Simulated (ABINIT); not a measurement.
# How the form of the self-energy moves the gap of MgO2 (R-3m), part 2 of 3

Aim: compare treatments of exchange, screening and correlation for the gap of MgO2 (R-3m).

ABINIT 10.8.3; LDA and many-body steps on it, plane waves. Known limits of the many-body steps: not at the basis limit; coarse k mesh.

So far. Step 5 (G0W0, Hybertsen-Louie plasmon pole): Against G0W0 in ABINIT (4×4×4 mesh, 54 bands, screening to 152.4 eV, Godby-Needs plasmon pole), the gap moves by +0.350 eV. Step 6 (G0W0, von der Linden-Horsch plasmon pole): Against G0W0 in ABINIT (4×4×4 mesh, 54 bands, screening to 152.4 eV, Godby-Needs plasmon pole), the gap moves by +0.277 eV.

## Step 7: G0W0, Engel-Farid plasmon pole

Level of this step: G0W0 on LDA, plane waves, norm-conserving pseudopotentials (ABINIT).

Input file run.abi:

```
acell 3*1.0 Angstrom
rprim 
  1.604761016024 0.926509204586 3.493978874900
  -1.604761016024 0.926509204586 3.493978874900
  0.000000000000 -1.853018409173 3.493978874900
ntypat 2
znucl 12 8
natom 3
typat 1 2 2
xred 
  0.000000000000 0.000000000000 0.000000000000
  0.428786000000 0.428786000000 0.428786000000
  0.571214000000 0.571214000000 0.571214000000
pp_dirpath "pseudos"
pseudos "Mg.upf, O.upf"
ecut 38
ngkpt 4 4 4
nshiftk 1
shiftk 0 0 0
kptopt 1
chksymbreak 0
istwfk *1
occopt 1
irdwfk 1
optdriver 4
nband 54
gwcalctyp 0
ecutsigx 38
symsigma 1
nkptgw 2
kptgw 
  0.5000000000 0.5000000000 0.5000000000
  0.0000000000 0.0000000000 0.0000000000
bdgw 
  10 13
  10 13
ecuteps 5.6
irdscr 1
ppmodel 4
indata_prefix "in"
outdata_prefix "out"
tmpdata_prefix "tmp"
```

On the command line:

```
OMP_NUM_THREADS=1 mpirun -n 4 abinit run.abi > log
```

What it wrote:

```text
.Version 10.8.3 of ABINIT. v10.8.2 released Aug 2026.

 Symmetries : space group R-3 m (#166); Bravais hR (rhombohedral)
[... echo of the input left out ...]
== DATASET  1 ==================================================================
-   mpi_nproc: 4, omp_nthreads: 1 (-1 if OMP is not activated)

--- !DatasetInfo
iteration_state: {dtset: 1, }
dimensions: {natom: 3, nkpt: 13, mband: 54, nsppol: 1, nspinor: 1, nspden: 1, mpw: 2370, }
cutoff_energies: {ecut:  38.0, pawecutdg:  -1.0, }
[...]
Band     E0 <VxcDFT>   SigX SigC(E0)      Z dSigC/dE  Sig(E)    E-E0       E
[...]
12   7.566 -11.433  -6.289  -3.642   0.870  -0.150 -10.127   1.306   8.872
       13   7.794 -20.079 -12.512  -4.367   0.802  -0.246 -17.511   2.568  10.362

== END DATASET(S) ==============================================================
================================================================================

 -outvars: echo values of variables after computation  --------
           etotal      0.0000000000E+00
            nband          54
             nkpt          13
          spgroup         166
 [... the other variables as echoed above ...]

 Calculation completed.
```

Wall time 5.3 s (4 MPI ranks of Arm Neoverse N1, shared host); peak memory 0.68 GiB; 21 s of CPU time.

Numbers from this step:

```yaml
g0w0_gap_on_the_points_computed: 5.106 eV
starting_gap_on_the_mesh: 2.137 eV
k_of_the_valence_top: 0.5, 0.5, 0.5
k_of_the_conduction_bottom: 0.5, 0.5, 0.5
least_direct_g0w0_gap_on_the_computed_points: 5.106 eV
```

Against G0W0 in ABINIT (4×4×4 mesh, 54 bands, screening to 152.4 eV, Godby-Needs plasmon pole), the gap moves by +0.098 eV.

## Step 8: One-shot SEX

This step: one-shot SEX on LDA, plane waves, norm-conserving pseudopotentials.

Changes to run.abi since step 7:

```diff
@@ -26,3 +26,3 @@
 nband 54
-gwcalctyp 0
+gwcalctyp 6
 ecutsigx 38
@@ -38,3 +38,2 @@
 irdscr 1
-ppmodel 4
 indata_prefix "in"
```

What it wrote:

```text
.Version 10.8.3 of ABINIT. v10.8.2 released Aug 2026.

 Symmetries : space group R-3 m (#166); Bravais hR (rhombohedral)
[... echo of the input left out ...]
== DATASET  1 ==================================================================
-   mpi_nproc: 4, omp_nthreads: 1 (-1 if OMP is not activated)

--- !DatasetInfo
iteration_state: {dtset: 1, }
dimensions: {natom: 3, nkpt: 13, mband: 54, nsppol: 1, nspinor: 1, nspden: 1, mpw: 2370, }
cutoff_energies: {ecut:  38.0, pawecutdg:  -1.0, }
[...]
Band     E0 <VxcDFT>   SigX SigC(E0)      Z dSigC/dE  Sig(E)    E-E0       E
[...]
12   7.566 -11.433  -6.289   2.746   1.000   0.000  -3.543   7.890  15.456
       13   7.794 -20.079 -12.512   6.010   1.000   0.000  -6.501  13.578  21.372

== END DATASET(S) ==============================================================
================================================================================

 -outvars: echo values of variables after computation  --------
           etotal      0.0000000000E+00
            nband          54
             nkpt          13
          spgroup         166
 [... the other variables as echoed above ...]

 Calculation completed.
```

Run time: 4.3 s. Hardware: 4 MPI ranks; peak memory 0.64 GiB; 17 s of CPU time.

Numbers from this step:

- quasiparticle gap on the points computed: 3.411 eV
- starting gap on the mesh: 2.137 eV
- k of the valence top: 0.5, 0.5, 0.5
- k of the conduction bottom: 0.5, 0.5, 0.5
- least direct quasiparticle gap on the computed points: 3.411 eV

Against G0W0 in ABINIT (4×4×4 mesh, 54 bands, screening to 152.4 eV, Godby-Needs plasmon pole), the gap moves by −1.597 eV.

## Step 9: One-shot COHSEX

This step: one-shot COHSEX on LDA, plane waves, norm-conserving pseudopotentials.

Changes to run.abi since step 8:

```diff
@@ -26,3 +26,3 @@
 nband 54
-gwcalctyp 6
+gwcalctyp 7
 ecutsigx 38
```

What it wrote:

```text
.Version 10.8.3 of ABINIT. v10.8.2 released Aug 2026.

 Symmetries : space group R-3 m (#166); Bravais hR (rhombohedral)
[... echo of the input left out ...]
== DATASET  1 ==================================================================
-   mpi_nproc: 4, omp_nthreads: 1 (-1 if OMP is not activated)

--- !DatasetInfo
iteration_state: {dtset: 1, }
dimensions: {natom: 3, nkpt: 13, mband: 54, nsppol: 1, nspinor: 1, nspden: 1, mpw: 2370, }
cutoff_energies: {ecut:  38.0, pawecutdg:  -1.0, }
[...]
Band     E0 <VxcDFT>   SigX SigC(E0)      Z dSigC/dE  Sig(E)    E-E0       E
[...]
12   7.566 -11.433  -6.289  -4.648   1.000   0.000 -10.937   0.496   8.061
       13   7.794 -20.079 -12.512  -6.542   1.000   0.000 -19.054   1.025   8.820

== END DATASET(S) ==============================================================
================================================================================

 -outvars: echo values of variables after computation  --------
           etotal      0.0000000000E+00
            nband          54
             nkpt          13
          spgroup         166
 [... the other variables as echoed above ...]

 Calculation completed.
```

Elapsed: 4.3 s, on 4 MPI ranks; peak memory 0.64 GiB.

Numbers from this step:

| Property | Result |
| --- | --- |
| quasiparticle gap on the points computed | 6.217 eV |
| starting gap on the mesh | 2.137 eV |
| k of the valence top | 0.5, 0.5, 0.5 |
| k of the conduction bottom | 0.5, 0.5, 0.5 |
| least direct quasiparticle gap on the computed points | 6.217 eV |

Against G0W0 in ABINIT (4×4×4 mesh, 54 bands, screening to 152.4 eV, Godby-Needs plasmon pole), the gap moves by +1.209 eV.

## Step 10: One-shot Hartree-Fock

This step: one-shot Hartree-Fock on LDA, plane waves, norm-conserving pseudopotentials.

Changes to run.abi since step 9:

```diff
@@ -25,4 +25,4 @@
 optdriver 4
-nband 54
-gwcalctyp 7
+nband 15
+gwcalctyp 5
 ecutsigx 38
@@ -36,4 +36,4 @@
   10 13
-ecuteps 5.6
-irdscr 1
+ixc_sigma 40
+fftgw 31
 indata_prefix "in"
```

What it wrote:

```text
.Version 10.8.3 of ABINIT. v10.8.2 released Aug 2026.

 Symmetries : space group R-3 m (#166); Bravais hR (rhombohedral)
[... echo of the input left out ...]
== DATASET  1 ==================================================================
-   mpi_nproc: 4, omp_nthreads: 1 (-1 if OMP is not activated)

--- !DatasetInfo
iteration_state: {dtset: 1, }
dimensions: {natom: 3, nkpt: 13, mband: 15, nsppol: 1, nspinor: 1, nspden: 1, mpw: 2370, }
cutoff_energies: {ecut:  38.0, pawecutdg:  -1.0, }
[...]
Band     E0 <VxcDFT>   SigX SigC(E0)      Z dSigC/dE  Sig(E)    E-E0       E
[...]
12   7.566 -11.433  -6.289   0.000   1.000   0.000  -6.289   5.144  12.710
       13   7.794 -20.079 -12.512   0.000   1.000   0.000 -12.512   7.567  15.361

== END DATASET(S) ==============================================================
================================================================================

 -outvars: echo values of variables after computation  --------
           etotal      0.0000000000E+00
            nband          15
             nkpt          13
          spgroup         166
 [... the other variables as echoed above ...]

 Calculation completed.
```

Run time: 4 s. Hardware: 4 MPI ranks; peak memory 0.62 GiB.

Numbers from this step:

```yaml
quasiparticle_gap_on_the_points_computed: 14.03 eV
starting_gap_on_the_mesh: 2.137 eV
k_of_the_valence_top: 0.5, 0.5, 0.5
k_of_the_conduction_bottom: 0.5, 0.5, 0.5
least_direct_quasiparticle_gap_on_the_computed_points: 14.03 eV
```

Against G0W0 in ABINIT (4×4×4 mesh, 54 bands, screening to 152.4 eV, Godby-Needs plasmon pole), the gap moves by +9.025 eV.

## Step 11: Screening, 4×4×4 mesh, 54 bands, screening to 152.4 eV

This step: RPA screening on LDA, plane waves, norm-conserving pseudopotentials.

Changes to run.abi since step 10:

```diff
@@ -24,16 +24,14 @@
 irdwfk 1
-optdriver 4
-nband 15
-gwcalctyp 5
-ecutsigx 38
-symsigma 1
-nkptgw 2
-kptgw 
-  0.5000000000 0.5000000000 0.5000000000
-  0.0000000000 0.0000000000 0.0000000000
-bdgw 
-  10 13
-  10 13
-ixc_sigma 40
-fftgw 31
+optdriver 3
+nband 54
+ecuteps 5.6
+inclvkb 2
+awtr 1
+symchi 1
+gwcalctyp 2
+nfreqre 16
+freqremax 40 eV
+nfreqim 8
+spmeth 1
+nomegasf 120
 indata_prefix "in"
```

What it wrote:

```text
.Version 10.8.3 of ABINIT. v10.8.2 released Aug 2026.

 Symmetries : space group R-3 m (#166); Bravais hR (rhombohedral)
[... echo of the input left out ...]
== DATASET  1 ==================================================================
-   mpi_nproc: 4, omp_nthreads: 1 (-1 if OMP is not activated)

--- !DatasetInfo
iteration_state: {dtset: 1, }
dimensions: {natom: 3, nkpt: 13, mband: 54, nsppol: 1, nspinor: 1, nspden: 1, mpw: 2370, }
cutoff_energies: {ecut:  38.0, pawecutdg:  -1.0, }
electrons: {nelect:   2.20000000E+01, charge:   0.00000000E+00, occopt:   1.00000000E+00, tsmear:   1.00000000E-02, }

 SCREENING: Calculation of the susceptibility and dielectric matrices

 Based on a program developped by R.W. Godby, V. Olevano, G. Onida, and L. Reining.
 Incorporated in ABINIT by V. Olevano, G.-M. Rignanese, and M. Torrent.
.Using double precision arithmetic ; gwpc =  8

[... cell and pseudopotentials left out ...]
--------------------------------------------------------------------------------

 ==== K-mesh for the wavefunctions ====
 Number of points in the irreducible wedge :    13
[... list of points left out ...]
 Together with 12 symmetry operations and time-reversal symmetry
 yields    64 points in the full Brillouin Zone.

 ==== Q-mesh for the screening function ====
 Number of points in the irreducible wedge :    13
[... list of points left out ...]
 Together with 12 symmetry operations and time-reversal symmetry
 yields    64 points in the full Brillouin Zone.

 setmesh: FFT mesh size selected  =    30x   30x   30
          total number of points  =        27000

 vcoul_init : cutoff-mode = AUXILIARY_FUNCTION
 q-points for optical limit:   1
     1)      0.000010    0.000020    0.000030

- screening: taking advantage of time-reversal symmetry
- Maximum band index for partially occupied states nbvw = 11
- Remaining bands to be divided among processors   nbcw = 43
- Number of bands treated by each node ~10

 Number of electrons calculated from density =   22.0000; Expected =   22.0000
 average of density, n =  0.104591
 r_s =    1.3167
 omega_plasma =   31.1963 [eV]

 calculating chi0 at frequencies [eV] :
  1    0.000000E+00    0.000000E+00
  2    2.666667E+00    0.000000E+00
  3    5.333333E+00    0.000000E+00
[...]
23    0.000000E+00    7.945150E+01
 24    0.000000E+00    1.118686E+02

--------------------------------------------------------------------------------
  q-point number  1        q = ( 0.000000, 0.000000, 0.000000) [r.l.u.]
--------------------------------------------------------------------------------
[... chi0 elements left out ...]
  [... further frequencies ...]

 No. of calculated frequencies >  15, stop printing
 For q-point:  0.000010 0.000020 0.000030
  dielectric constant =   3.5688
  dielectric constant without local fields =   3.9240

  Average fulfillment of the sum rule on Im[epsilon] for q-point    1 :     44.18  [%]
[... wings left out ...]
  q-point number  2        q = ( 0.250000, 0.000000, 0.000000) [r.l.u.]
--------------------------------------------------------------------------------
[... chi0 elements left out ...]
  [... further frequencies ...]

 No. of calculated frequencies >  15, stop printing
  Average fulfillment of the sum rule on Im[epsilon] for q-point    2 :     57.97  [%]

 [... 11 further q-points ...]
```

The job ended after 56 s (4 MPI ranks; peak memory 0.89 GiB; 3.8 min of CPU time).

This step gave:

- ε∞ with local fields, on this mesh, along the program's q direction: 3.569
- the same without local fields: 3.924
- plasma frequency: 31.20 eV
- plane waves in the screening matrix: 127

## Step 12: G0W0, contour deformation

This step: G0W0 on LDA, plane waves, norm-conserving pseudopotentials.

Changes to run.abi since step 11:

```diff
@@ -24,14 +24,16 @@
 irdwfk 1
-optdriver 3
+optdriver 4
 nband 54
+gwcalctyp 2
+ecutsigx 38
+symsigma 1
+nkptgw 2
+kptgw 
+  0.5000000000 0.5000000000 0.5000000000
+  0.0000000000 0.0000000000 0.0000000000
+bdgw 
+  10 13
+  10 13
 ecuteps 5.6
-inclvkb 2
-awtr 1
-symchi 1
-gwcalctyp 2
-nfreqre 16
-freqremax 40 eV
-nfreqim 8
-spmeth 1
-nomegasf 120
+irdscr 1
 indata_prefix "in"
```

What it wrote:

```text
.Version 10.8.3 of ABINIT. v10.8.2 released Aug 2026.

 Symmetries : space group R-3 m (#166); Bravais hR (rhombohedral)
[... echo of the input left out ...]
== DATASET  1 ==================================================================
-   mpi_nproc: 4, omp_nthreads: 1 (-1 if OMP is not activated)

--- !DatasetInfo
iteration_state: {dtset: 1, }
dimensions: {natom: 3, nkpt: 13, mband: 54, nsppol: 1, nspinor: 1, nspden: 1, mpw: 2370, }
cutoff_energies: {ecut:  38.0, pawecutdg:  -1.0, }
[...]
Band     E0 <VxcDFT>   SigX SigC(E0)      Z dSigC/dE  Sig(E)    E-E0       E
[...]
13   7.794 -20.079 -12.512  -4.554   0.682  -0.467 -18.026   2.053   9.847
       13   0.000   0.000   0.000   0.042   0.000   0.000   0.029   0.029   0.029

== END DATASET(S) ==============================================================
================================================================================

 -outvars: echo values of variables after computation  --------
           etotal      0.0000000000E+00
            nband          54
             nkpt          13
          spgroup         166
 [... the other variables as echoed above ...]

 Calculation completed.
```

The job ended after 6.1 s (4 MPI ranks; peak memory 0.71 GiB; 24 s of CPU time).

Numbers from this step:

* G0W0 gap on the points computed: 4.892 eV
* starting gap on the mesh: 2.137 eV
* k of the valence top: 0.5, 0.5, 0.5
* k of the conduction bottom: 0.5, 0.5, 0.5
* least direct G0W0 gap on the computed points: 4.892 eV

Against G0W0 in ABINIT (4×4×4 mesh, 54 bands, screening to 152.4 eV, Godby-Needs plasmon pole), the gap moves by −0.116 eV.

(Continued in part 3 of 3.)

[Paths, hosts, dates, memory and timing lines, banners, echoed tables and standing remarks are left out of the program output.]

[Logs are printed without paths, hosts, clocks, repeated set-up lines and the standing remarks that a program may print on its own settings, such as how far it seeks lower states.]

[Runs of the session that timed out or met a known fault of the program may be left out.]

[No measured gap is set beside runs whose start may be inverted or whose files or cutoffs have a known fault.]

[Hosts, paths, dates, database ids (printed as entryN), source tags and the programs' standing remarks are cut or masked in the printed files.]

[G0W0 gaps are taken among the corrected bands and points alone; a level outside them can change the order at an edge.]

[Where Ansatz stands beside ABINIT at settings called matched, ABINIT's density can come from a denser mesh and the files from another edition; pairs whose starting gaps differed by over 0.03 eV were left out, so agreement reads better than it is.]
